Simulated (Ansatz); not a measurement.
# Work function of Ir(100): what the settings cost and change, part 2 of 2

Aim: the work function of Ir(100) across levels of theory at one geometry.

Ansatz 0.2.0; plane-wave DFT, PBE, Ansatz PAW (the session's first sound run).

So far, work function, upper face (eV): step 2 (slab, setting PBE, Ansatz PAW (420 eV)) 5.55; step 5 (RPBE) 5.39; step 6 (r2SCAN) 5.62; step 7 (PBE JTH) 5.55; step 8 (PBE norm-conserving) 5.55.

## (9) Run

This step: plane-wave DFT, LDA, norm-conserving (Ansatz 0.2.0).

Input file input.yaml:

```yaml
crystal:
  lattice:
    - [2.7152900398, 0.0, 0.0]
    - [0.0, 2.7152900398, 0.0]
    - [0.0, 0.0, 29.52]
  atoms:
    - { symbol: Ir, position: [0.0, 0.0, 0.3048780488] }
    - { symbol: Ir, position: [0.5, 0.5, 0.3699186992] }
    - { symbol: Ir, position: [0.0, 0.0, 0.4349593496] }
    - { symbol: Ir, position: [0.5, 0.5, 0.5] }
    - { symbol: Ir, position: [0.0, 0.0, 0.5650406504] }
    - { symbol: Ir, position: [0.5, 0.5, 0.6300813008] }
    - { symbol: Ir, position: [0.0, 0.0, 0.6951219512] }
kpoints:
  mp_grid: { grid: [15, 15, 1] }
hamiltonian:
  xc: lda
  pseudopotentials: { kind: nc }
scf:
  occupations: { method: fermi_dirac, width: 0.1 }
  convergence: { dr2_threshold: 1.0e-09 }
efield:
  axis: 3
  dipole_correction: true
  ramp_position: 0.97
  ramp_width: 0.06
output:
  write_potential: true
  write_density: true
  volumetric_format: npy
```

Launch:

```console
$ ansatz run input.yaml --threads 4 --pin off --max-ram 6144MiB --backend cpu --events-out ev --progress --plain --runs-dir out
```

Numbers of over 12 decimals in the logs are rounded to 6 here.

Output:

```text
[...]
Crystal: 7 atoms, lattice volume = 217.645 Å³
Basis set: ecut = 925.187132 eV, 13939 PW (Γ)
Bands: 72, of which v1, the nominal top of the filled ones, is band 60 counted from 1 (59 counted from 0)
Symmetry: 8 space group operations
k-points: 36 of 225
[...]
k-point 0: bands = [... 56 lower, 7.5766, 7.5840, 8.0002, 8.1123, 8.1123, 8.4780, 8.9399, 9.0901, ... 8 higher]
  k-point 1: bands = [... 56 lower, 7.3506, 7.5378, 7.8234, 8.0615, 8.2788, 8.4796, 8.5975, 8.6919, ... 8 higher]
  k-point 2: bands = [... 56 lower, 7.1932, 7.3009, 7.6528, 7.7015, 7.9060, 8.2846, 8.3690, 8.6816, ... 8 higher]
  k-point 35: bands = [... 56 lower, 9.4519, 9.7243, 9.7332, 9.7500, 9.7654, 10.3885, 10.4696, 10.8344, ... 8 higher]
[key lines of the parts left out:]
SCF converged after 8 iterations
Free energy (F): -21894.564430 eV
Fermi energy:    8.349734 eV
Dipole field:    D = -0.000000 V/Å  (p = -0.000000 e·Å, saw-weighted, corrected)
Work function:   Φ+ = 5.9049 eV   Φ− = 5.9049 eV
```

It took 2.6 min on 4 threads of Arm Neoverse N1, shared host; peak memory 2.2 GiB.

The work function is 5.905 eV, +0.358 eV from the run “PBE, Ansatz PAW (420 eV)”, at 3.5 times its CPU time.

## (10) Run, setting PBE, all layers relaxed

This step: plane-wave DFT, PBE, Ansatz PAW (Ansatz 0.2.0).

input.yaml: that of step 9 with these lines changed.

```diff
@@ -16,4 +16,3 @@
 hamiltonian:
-  xc: lda
-  pseudopotentials: { kind: nc }
+  xc: pbe
 scf:
@@ -26,2 +25,5 @@
   ramp_width: 0.06
+relax:
+  f_tol: 0.01
+  max_steps: 40
 output:
```

Output:

```text
[...]
Crystal: 7 atoms, lattice volume = 217.645 Å³
Basis set: ecut = 420 eV, 4335 PW (Γ), exchange–correlation on 40×40×400 points (8 copies of the dense FFT grid, shifted against one another)
Bands: 72, of which v1, the nominal top of the filled ones, is band 60 counted from 1 (59 counted from 0)
Symmetry: 8 space group operations
k-points: 36 of 225
[...]
F+E_penalty+E_count = -83544.62473790 eV   max|allowed force component| = 4.538e-3 eV/Å
  atoms:
    - { symbol: Ir, position: [0, 0.0, 0.304807] }
    - { symbol: Ir, position: [0.5, 0.5, 0.367483] }
    - { symbol: Ir, position: [0, 0.0, 0.433944] }
    - { symbol: Ir, position: [0.5, 0.5, 0.500000] }
    - { symbol: Ir, position: [0, 0.0, 0.566056] }
    - { symbol: Ir, position: [0.5, 0.5, 0.632517] }
    - { symbol: Ir, position: [0, 0.0, 0.695193] }
[key lines of the parts left out:]
SCF converged after 8 iterations
Free energy (F): -83544.624738 eV
Fermi energy:    8.686197 eV
Dipole field:    D = -0.000000 V/Å  (p = -0.000000 e·Å, saw-weighted, corrected)
Work function:   Φ+ = 5.5506 eV   Φ− = 5.5506 eV
```

It took 2.3 min on 4 threads; peak memory 0.82 GiB.

The relaxation took 4 steps and lowered the energy by 0.075 eV; the largest force on the free atoms ends at 0.0045 eV/Å.

The work function is 5.551 eV, +0.003 eV from the run “PBE, Ansatz PAW (420 eV)”, at 2.9 times its CPU time.

## (11) Slab

This step: plane-wave DFT, PBE, fully relativistic PAW with spin-orbit coupling (Ansatz 0.2.0).

input.yaml: that of step 10 with these lines changed.

```diff
@@ -17,2 +17,3 @@
   xc: pbe
+  pseudopotentials: { kind: paw_fr }
 scf:
@@ -25,5 +26,5 @@
   ramp_width: 0.06
-relax:
-  f_tol: 0.01
-  max_steps: 40
+magnetization:
+  noncollinear: true
+  spin_orbit: true
 output:
```

Output:

```text
[...]
non-collinear run that drives no moment, with spin-orbit: no starting moment large enough to seed its density (crystal.atoms[].spin), no starting occupations that ask for one, no magnetisation constraint and no magnetic field, so the semilocal B_xc is pinned to zero
Crystal: 7 atoms, lattice volume = 217.645 Å³
[...]
k-point 1: bands = [... 115 lower, 7.9927, 8.1786, 8.1786, 8.4824, 8.4824, 8.5670, 8.5670, 8.7200, ... 21 higher]
  k-point 2: bands = [... 115 lower, 7.6974, 7.9723, 7.9723, 8.1093, 8.1093, 8.3357, 8.3357, 8.6234, ... 21 higher]
  k-point 35: bands = [... 115 lower, 10.1453, 10.1476, 10.1476, 10.2039, 10.2039, 10.3143, 10.3143, 10.7465, ... 21 higher]
[key lines of the parts left out:]
SCF converged after 12 iterations
Magnetization: |M| = 0.0000 μB,  M = (+0.0000, +0.0000, +0.0000) μB
Free energy (F): -83767.697616 eV
Fermi energy:    8.734644 eV
Dipole field:    D = 0.000000 V/Å  (p = 0.000000 e·Å, saw-weighted, corrected)
Work function:   Φ+ = 5.5197 eV   Φ− = 5.5197 eV
```

The job ended after 6.2 min (4 threads; peak memory 3.6 GiB).

The work function is 5.520 eV, -0.027 eV from the run “PBE, Ansatz PAW (420 eV)”, at 8.8 times its CPU time.

## (12) Side by side

Times are for 4 threads of Arm Neoverse N1, shared host. The series side by side:

```tsv
no.	setting	work function, upper face (eV)	time	memory (GiB)
1	PBE, Ansatz PAW (420 eV)	5.547	44 s	0.93
2	LDA, Ansatz PAW (420 eV)	5.901	42 s	0.92
3	PBEsol, Ansatz PAW (420 eV)	5.671	41 s	0.92
4	RPBE, Ansatz PAW (420 eV)	5.391	41 s	0.93
5	r2SCAN, Ansatz PAW (500 eV)	5.623	2 min	1.3
6	PBE, JTH PAW (720 eV)	5.551	3.5 min	1.5
7	PBE, norm-conserving (925 eV)	5.547	2.7 min	2.2
8	LDA, norm-conserving (925 eV)	5.905	2.6 min	2.2
9	PBE, all layers relaxed	5.551	2.3 min	0.82
10	PBE with spin-orbit coupling (420 eV)	5.520	6.2 min	3.6
```

## (13) Varying the input

This step: plane-wave DFT, PBE, Ansatz PAW (Ansatz 0.2.0).

An input spoilt on purpose, to show how the run answers: it repeats the earlier run “PBE, Ansatz PAW (420 eV)” with kpoints.mp_grid.kspacing to 0.3, and scf.max_iter set to 100; its output block differs too.

input.yaml: that of step 11 with these lines changed.

```diff
@@ -14,6 +14,5 @@
 kpoints:
-  mp_grid: { grid: [15, 15, 1] }
+  mp_grid: { grid: [15, 15, 1], kspacing: 0.3 }
 hamiltonian:
   xc: pbe
-  pseudopotentials: { kind: paw_fr }
 scf:
@@ -21,2 +20,3 @@
   convergence: { dr2_threshold: 1.0e-09 }
+  max_iter: 100
 efield:
@@ -26,5 +26,2 @@
   ramp_width: 0.06
-magnetization:
-  noncollinear: true
-  spin_orbit: true
 output:
```

Output:

```text
Error: invalid value for `kpoints.mp_grid.kspacing`: mutually exclusive with `grid` — set one or the other
```

Wall time 0.07 s (4 threads); peak memory 0.068 GiB.

The program refused the input before any cycle.

The program's message: “Error: invalid value for `kpoints.mp_grid.kspacing`: mutually exclusive with `grid` — set one or the other”

The fault put into the input: a mesh and a spacing both set.

## (14) Results

| Property | Result |
| --- | --- |
| work function, PBE, Ansatz PAW (420 eV) | 5.547 eV |
| work function, LDA, Ansatz PAW (420 eV) | 5.901 eV |
| work function, RPBE, Ansatz PAW (420 eV) | 5.391 eV |
| work function, r2SCAN, Ansatz PAW (500 eV) | 5.623 eV |
| work function, LDA, norm-conserving (925 eV) | 5.905 eV |
| work function, PBE, all layers relaxed | 5.551 eV |
| work function, PBE with spin-orbit coupling (420 eV) | 5.520 eV |

**Reading.** PBE on the default files gives 5.55 eV, and the settings tried spread the value from 5.39 to 5.90 eV. At one geometry LDA lies 0.35 eV above PBE. The choice of pseudopotentials moves the PBE value by 0.005 eV. Relaxing the layers changes it by +0.003 eV. Spin-orbit coupling, on the fully relativistic files, changes it by -0.03 eV. A compiled measured value is 5.96 eV (arxiv:1902.07811, 2019), but the real face reconstructs and these slabs don't, so it is no test of the method. The ladder's slabs use the tabulated experimental lattice constant (two decimals; a low-temperature value for the alkali metals).

[Logs are printed without paths, hosts, clocks, repeated set-up lines and the standing remarks that a program may print on its own settings, such as how far it seeks lower states.]

[Hosts, paths, dates, database ids (printed as entryN), source tags and the programs' standing remarks are cut or masked in the printed files.]

[Maps of the electrostatic potential energy from Ansatz leave out the sawtooth potential of an applied field or a dipole correction, so their vacuum need not be flat; planar profiles and work functions include it.]
